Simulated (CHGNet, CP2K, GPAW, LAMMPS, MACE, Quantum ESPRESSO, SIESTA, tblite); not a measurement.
**Glassy 67P2O5-33MgO (mol %) (80 atoms): one structure in several programs**

Aim: run glassy 67P2O5-33MgO (mol %) (80 atoms) in several programs and set results and cost side by side. A plane-wave run serves as the reference.

Method: Kohn-Sham DFT, PBE, SSSP efficiency 1.3.0 pseudopotentials, plane waves, in Quantum ESPRESSO 7.5.

### Step 1. The starting structure

The cell holds 80 atoms: 20 P, 5 Mg and 55 O. Its edges and angles: a = 9.726 Å, b = 9.726 Å, c = 9.726 Å, α = 90.0°, β = 90.0°, γ = 90.0°. 80 atoms (20 P, 5 Mg, 55 O) placed at random at 2.93 g/cm³, melted at 4000 K for 10 ps at fixed volume with the Morse and Coulomb pair potential with partial charges (Pedone, Malavasi, Menziani, Cormack and Segre, J. Phys. Chem. B 110, 11780 (2006)). Quenched from 4000 K to 300 K at 25 K/ps and fixed volume, held 5 ps.

### Step 2. The reference run

pw.in

```
&control
  calculation = 'scf'
  pseudo_dir = './pseudo'
  outdir = './tmp'
  disk_io = 'none'
  tprnfor = .true.
  tstress = .true.
/
&system
  ibrav = 0
  nat = 80
  ntyp = 3
  ecutwfc = 60
  ecutrho = 480
  nosym = .true.
  occupations = 'smearing'
  smearing = 'fd'
  degauss = 0.003675
/
&electrons
  conv_thr = 4.0e-07
  electron_maxstep = 100
  mixing_beta = 0.4
  mixing_mode = 'plain'
  diagonalization = 'david'
/
ATOMIC_SPECIES
P 30.974 P.upf
Mg 24.305 Mg.upf
O 15.999 O.upf
CELL_PARAMETERS angstrom
9.72560 0.00000 0.00000
0.00000 9.72560 0.00000
0.00000 0.00000 9.72560
ATOMIC_POSITIONS crystal
P 0.62204 0.08835 0.97710
P 0.56093 0.82153 0.28296
P 0.23992 0.76242 0.22778
P 0.98985 0.12854 0.30573
P 0.02318 0.39927 0.48338
P 0.92500 0.39826 0.96209
P 0.16678 0.95009 0.50989
P 0.27221 0.16821 0.17794
P 0.72449 0.61729 0.07346
P 0.67424 0.12062 0.28848
P 0.87231 0.90053 0.95933
P 0.18214 0.11568 0.78285
[... 64 atom lines left out ...]
O 0.62331 0.96369 0.25659
O 0.95916 0.84308 0.83962
O 0.66124 0.07519 0.45165
O 0.29695 0.61713 0.20107
K_POINTS gamma
```

Command:

```
$ OMP_NUM_THREADS=1 mpirun -np 4 pw.x -in pw.in > output.txt
```

Output:

```text
Program PWSCF
     gamma-point specific algorithms are used
     one sub-group per band group will be used
     scalapack distributed-memory algorithm (size of sub-group:  2*  2 procs)
     Parallelization info
     sticks:   dense  smooth     PW     G-vecs:    dense   smooth      PW
     Min        3227    1616    401               275570    97391   12170
     Max        3232    1620    404               275572    97392   12176
     Sum       12917    6469   1609              1102285   389567   48693
     bravais-lattice index     =            0
     lattice parameter (alat)  =      18.3787  a.u.
     unit-cell volume          =    6207.9157 (a.u.)^3
     number of atoms/cell      =           80
     number of atomic types    =            3
     number of electrons       =       440.00
[... lines left out ...]
     scf convergence threshold =      4.0E-07
[... lines left out ...]
     number of k points=     1  Fermi-Dirac smearing, width (Ry)=  0.0037
[... lines left out ...]
     total energy              =   -2738.98946682 Ry
[... lines left out ...]
     total energy              =   -2743.58523046 Ry
[... lines left out ...]
     total energy              =   -2743.70849550 Ry
[... lines left out ...]
     total energy              =   -2743.73741269 Ry
[... lines left out ...]
     total energy              =   -2743.73741309 Ry
[... lines left out ...]
   -17.5988 -17.5621 -17.4759 -17.2031 -17.0233 -16.9634 -16.9074 -16.7047
   -16.5910 -16.5064 -16.3811 -16.2436 -16.0993 -15.9395 -15.7979 -15.6493
[...]
12.4424  12.4872  12.5202  12.6136  12.7078  12.7404  12.8453  12.8738
    12.9229  12.9849  13.0758  13.1737  13.2353  13.2775  13.3032  13.3898
     the Fermi energy is     6.0848 ev
!    total energy              =   -2743.73741321 Ry
     estimated scf accuracy    <       0.00000002 Ry
     smearing contrib. (-TS)   =      -0.00000001 Ry
     internal energy E=F+TS    =   -2743.73741319 Ry
     The total energy is F=E-TS. E is the sum of the following terms:
     one-electron contribution =   -1011.16926922 Ry
     hartree contribution      =     755.54619161 Ry
     xc contribution           =    -515.46957504 Ry
     ewald contribution        =   -1293.78054067 Ry
     one-center paw contrib.   =    -678.86421988 Ry
     convergence has been achieved in  12 iterations
     negative rho (up, down):  1.029E-05 0.000E+00
     Forces acting on atoms (cartesian axes, Ry/au):
     atom    1 type  1   force =    -0.04647823   -0.02557284   -0.02661561
     atom    2 type  1   force =    -0.04648319   -0.06487105    0.04695745
     atom    3 type  1   force =     0.01365738   -0.01083464    0.08030633
[...]
atom   79 type  3   force =    -0.00719144    0.04205047   -0.09960977
     atom   80 type  3   force =     0.01292362   -0.02232442   -0.02414692
     Total force =     0.967746     Total SCF correction =     0.000266
     Computing stress (Cartesian axis) and pressure
     negative rho (up, down):  1.029E-05 0.000E+00
          total   stress  (Ry/bohr**3)                   (kbar)     P=       40.02
   0.00028998  -0.00005385   0.00009069           42.66       -7.92       13.34
  -0.00005385   0.00027867   0.00003057           -7.92       40.99        4.50
   0.00009069   0.00003057   0.00024755           13.34        4.50       36.42
     Message from routine punch:
     Nothing written, as per user request (disk_io='none')
```

The job ended after 2.2 min (4 MPI ranks of Arm Neoverse V1, shared host; peak memory 2.8 GiB).

Banners, paths, timers and routine set-up lines are dropped from the logs unmarked, and long logs keep their key lines alone; longer cuts are marked.

Numbers from this run:

* r.m.s. force component: 1.606 eV/Å
* longest force: 6.354 eV/Å
* pressure: 4.002 GPa
* gap (highest filled to lowest empty level): 1.699 eV

### Step 3. Local order

Density 2.93 g/cm³, 11.50 Å³ an atom.

g(r), total and by pair (bins of 0.2 Å):

```csv
r (Å),total,O-O,O-P,O-Mg,P-P,P-Mg,Mg-Mg
1.40,0.69,0.00,1.99,0.00,0.00,0.00,0.00
1.60,2.99,0.00,8.66,0.00,0.00,0.00,0.00
1.80,0.37,0.00,0.98,0.38,0.00,0.00,0.00
2.00,0.32,0.00,0.09,3.40,0.00,0.00,0.00
2.20,0.46,0.44,0.00,3.01,0.00,0.00,0.00
2.40,1.58,3.28,0.00,0.48,0.00,0.00,0.00
2.60,0.80,1.66,0.00,0.19,0.00,0.00,0.00
2.80,0.48,0.77,0.21,0.18,0.00,0.00,7.34
3.00,0.77,1.08,0.29,0.00,1.96,0.78,3.42
3.20,1.02,0.93,0.55,0.91,3.83,2.49,0.00
3.40,1.00,0.98,0.88,1.24,0.16,3.79,0.00
3.60,1.23,0.95,2.02,0.51,0.14,1.16,0.00
3.80,1.25,0.67,2.11,1.67,0.50,1.02,0.00
4.00,1.16,0.83,1.63,1.16,1.49,0.23,1.90
4.20,0.94,0.64,1.24,1.06,1.35,0.81,1.60
4.40,1.02,1.02,0.94,1.38,1.13,0.76,0.00
4.60,1.10,1.15,0.77,1.70,1.56,1.04,2.71
4.80,1.11,1.38,0.74,0.99,1.26,1.27,0.00
```

Bonds by pair of elements; cutoffs follow the first minimum of g(r), held within bounds set by covalent radii, and pairs that aren't listed don't count as bonded:

```csv
pair A-B,cutoff (Å),bonds,mean length (Å),spread (Å),shortest (Å),B about A,A about B
O-P,2.11,87,1.58,0.084,1.46,1.58,4.35
O-Mg,2.52,24,2.11,0.15,1.90,0.436,4.8
```

How many atoms have how many bonded neighbours:

```
element  mean  1   2  3   4  5  6
     Mg   4.8  0   0  0   2  2  1
      O  2.02  5  45  4   1  0  0
      P  4.35  0   0  0  14  5  1
```

Oxygen atoms by the number of network formers (Si, P, Ge, B, Al, As, Ga) bound to them:

| network formers bound to O | O atoms | per cent |
| --- | --- | --- |
| 0 | 0 | 0 |
| 1 | 23 | 41.8 |
| 2 | 32 | 58.2 |

Network units: each former by its oxygen neighbours and how many of them bridge to another former:

| former | O neighbours | bridging O | atoms |
| --- | --- | --- | --- |
| P | 4 | 2 | 7 |
| P | 4 | 3 | 6 |
| P | 4 | 4 | 1 |
| P | 5 | 4 | 3 |
| P | 5 | 5 | 2 |
| P | 6 | 6 | 1 |

Rings of the network by King's shortest-path rule, up to 12 atoms, one path for each pair of neighbours; H, halogens, alkali and alkaline-earth atoms are left out, and the last column divides by all other atoms, bonded or not:

```
ring size (atoms)  rings  per network atom
               10      6              0.08
               12      1             0.013
```

### Step 4. The other programs

The programs:
- CHGNet: machine-learned potential, published weights.
- CP2K 2026.2: Gaussian basis with GTH pseudopotentials and a plane-wave density; labels give functional, basis (MOLOPT sets; SR short-range, UZH the newer set with its own potentials), grid cutoff/relative cutoff and solver (OT: orbital transformation; TRS4, TC2, SIGN: linear-scaling purification with its sparsity filter), or its built-in tight binding.
- GPAW 26.7.0: PAW with atomic orbitals (LCAO), plane waves or a real-space grid of spacing h.
- MACE: machine-learned potential, published weights.
- Quantum ESPRESSO 7.5: plane waves; labels (QE) give functional, pseudopotential set and cutoffs of waves/density.
- SIESTA 5.4.2: numerical atomic orbitals, whose automatically made sets are far from complete, with PseudoDojo norm-conserving potentials that we converted to its format (checked against plane waves on the same files for H, C, O, Si, Ge and Ca alone); labels give functional, basis size, energy shift and mesh cutoff.
- tblite 0.8.0: extended tight binding, driven from Python.

All use the same cell and atoms; the electronic-structure runs use the same k-mesh, and an electronic temperature of 580 K (0.05 eV) where levels are smeared.

Differences are against the plane-wave reference, forces as r.m.s. over components; share is that over the reference's r.m.s. force, slope the least-squares factor from reference forces to these. Total energies of different programs have different zeros and aren't compared.

```csv
run,"Δ force, r.m.s. (meV/Å)",share (%),slope,Δ pressure (GPa),Δ gap (eV),cores,CPU time,memory (GiB)
reference,-,-,-,-,-,4,8.9 min,2.8
CHGNet 0.3.0 potential,333,20.7,0.904,-0.0244,-,1,5.2 s,1.2
CHGNet r2SCAN potential,566,35.2,0.769,-6.64,-,1,4.4 s,1.2
"CP2K PBE, DZVP-MOLOPT-SR, 1200/50 Ry, diagonalisation",183,11.4,1.047,0.991,-0.346,2,5.7 min,8.0
"GPAW PBE, LCAO dzp, h 0.18 Å",475,29.5,1.128,-,-0.283,1,2.1 min,1.3
"GPAW PBE, LCAO sz(dzp), h 0.18 Å (coarse)",2794,174,1.313,-,-1.17,1,52 s,1.0
"GPAW PBE, LCAO szp(dzp), h 0.18 Å (coarse)",650,40.5,1.274,-,-0.903,1,95 s,1.2
"GPAW RPBE, LCAO dzp, h 0.18 Å",524,32.6,1.149,-,-0.255,1,2.2 min,1.3
MACE MPA-0 medium potential,249,15.5,0.899,-0.349,-,1,9.7 s,1.1
"QE PBE, sssp-1.3.0-efficiency, 60/480 Ry, cg",0.334,0.0208,1.000,0.003,0,4,26 min,2.8
"SIESTA PBE, DZ, shift 0.01 Ry, mesh 500 Ry (coarse)",2073,129,1.264,30.1,-0.618,2,2.2 min,1.2
"SIESTA PBE, DZP, shift 0.01 Ry, mesh 500 Ry",270,16.8,1.093,2.11,-0.300,2,4.3 min,1.8
"SIESTA PBE, SZP, shift 0.01 Ry, mesh 500 Ry (coarse)",813,50.6,1.318,11.6,-0.851,2,3.7 min,1.6
tblite GFN1-xTB,587,36.5,0.845,3.07,-,1,4.9 s,0.12
```

Rows marked coarse were listed beforehand as settings not expected to be converged; some can still land near the reference.

Times of the machine-learned potentials are mostly Python's start and the loading of weights.

CPU time is summed over cores on a shared host, where runs went side by side, so it is rough. Symmetry, cutoffs, thresholds, outputs and thread counts weren't matched or tuned between programs; memory under MPI is the largest rank's times the ranks.

Mean charges by element (e), by run and scheme:

| run | scheme | P | Mg | O |
| --- | --- | --- | --- | --- |
| CP2K PBE, DZVP-MOLOPT-SR, 1200/50 Ry, diagonalisation | Mulliken | +0.76 | +1.29 | -0.39 |
| CP2K PBE, DZVP-MOLOPT-SR, 1200/50 Ry, diagonalisation | Hirshfeld | +0.54 | +0.55 | -0.25 |
| SIESTA PBE, DZP, shift 0.01 Ry, mesh 500 Ry | Hirshfeld | +0.45 | +0.48 | -0.21 |
| tblite GFN1-xTB | Mulliken | +0.57 | +0.86 | -0.28 |

Within one program, basis, potentials and functional, energies share a zero. Each run against its twin at the usual cutoff or grid and solver:

```
                                         run                              twin  Δ energy (meV/atom)  Δ force, r.m.s. (meV/Å)  CPU time over the twin's
QE PBE, sssp-1.3.0-efficiency, 60/480 Ry, cg  sssp-1.3.0-efficiency, 60/480 Ry               1.0e-4                    0.334                       3.0
```

### Step 5. What came out

```
reference r.m.s. force component                       : 1.61 eV/Å
nearest in forces                                      : QE PBE, sssp-1.3.0-efficiency, 60/480 Ry, cg, 0.021 %
farthest in forces                                     : GPAW PBE, LCAO sz(dzp), h 0.18 Å (coarse), 174 %
cheapest electronic-structure run beside the reference : tblite GFN1-xTB, 4.9 s of CPU time
```

In words: With the reference's own potentials and cutoffs, another solver or threshold moves forces by 0.021 % (QE PBE, sssp-1.3.0-efficiency, 60/480 Ry, cg). The PBE runs in local orbitals, coarse settings apart, differ by 11 % (CP2K PBE, DZVP-MOLOPT-SR, 1200/50 Ry, diagonalisation) to 30 % (GPAW PBE, LCAO dzp, h 0.18 Å); basis, grid and potentials can all enter. Tight binding differs by 37 % (tblite GFN1-xTB); it is another model, with fitted parameters of its own, and the xTB methods hold dispersion. Machine-learned potentials differ by 15 % (MACE MPA-0 medium potential) to 35 % (CHGNet r2SCAN potential); they were trained on other programs' data, some at another functional. Rows with another functional or a dispersion term differ by 33 % (GPAW RPBE, LCAO dzp, h 0.18 Å), which mixes the change of model with differences of basis and potentials. Runs with settings chosen to be coarse differ by 40 % (GPAW PBE, LCAO szp(dzp), h 0.18 Å) to 174 % (GPAW PBE, LCAO sz(dzp), h 0.18 Å), their programs' other errors included. Of the electronic-structure runs that take under half the reference's CPU time, SIESTA PBE, DZP, shift 0.01 Ry, mesh 500 Ry comes nearest, at 17 % in 4.3 min against 8.9 min; its pressure misses by +2.1 GPa. GPAW PBE, LCAO szp(dzp), h 0.18 Å stiffens the forces by a factor of 1.27 while following their directions (correlation 0.974). At the same functional, gaps differ from the reference's 1.70 eV by between -1.17 and +0.00 eV. In pressure, SIESTA PBE, DZ, shift 0.01 Ry, mesh 500 Ry misses by +30.1 GPa, at the same functional. Charges hang on model, scheme and program or settings: among these rows the mean for Mg runs from +0.48 to +1.29 e. In the reference: filled and empty levels are parted by 1.70 eV (on the run's k-points); a semilocal functional tends to put such gaps too low. In a disordered cell it changes from sample to sample, and tail or defect levels can set it. In the reference: for some of the pairs, g(r) has its first main peak near 2.5 Å (O-O), 1.6 Å (O-P), 2.0 Å (O-Mg), 3.1 Å (P-P) and 3.4 Å (P-Mg). Periodic xTB results under one method name differ between programs and library versions. The potentials hold different valence shells: 440 electrons in the reference, 480 in CP2K with DZVP-MOLOPT-SR, 480 in GPAW and 480 in SIESTA; this bears on time and differences. The reference's pressure holds the uncorrected Pulay stress of its 60 Ry basis, so small pressure differences, and their order, may be the reference's own error. In our tests on small cells the SSSP efficiency potentials stood apart from two norm-conserving sets, for C–F bonds most and for P–O bonds less, so differences between them and other runs here needn't be the other run's error. Machine-learned potentials mimic data converged in k, so the reference's own k-point error enters their differences. The quench rate of 25 K/ps is many orders above laboratory rates, so the cell is likely richer in defects and strain than a real sample. The network of bonds at the start is that of the classical potential that made the cell, and needn't be the one that DFT or experiment would give. The electronic-structure runs sample only Γ, in a cell whose shortest periodic width is 10 Å.

[Also dropped from logs without a mark: logging warnings of Python, and SIESTA's first energy breakdown and zero terms.]

[Logs are printed without paths, hosts, clocks, repeated set-up lines and the standing remarks that a program may print on its own settings, such as how far it seeks lower states.]

[Hosts, paths, dates, database ids (printed as entryN), source tags and the programs' standing remarks are cut or masked in the printed files.]
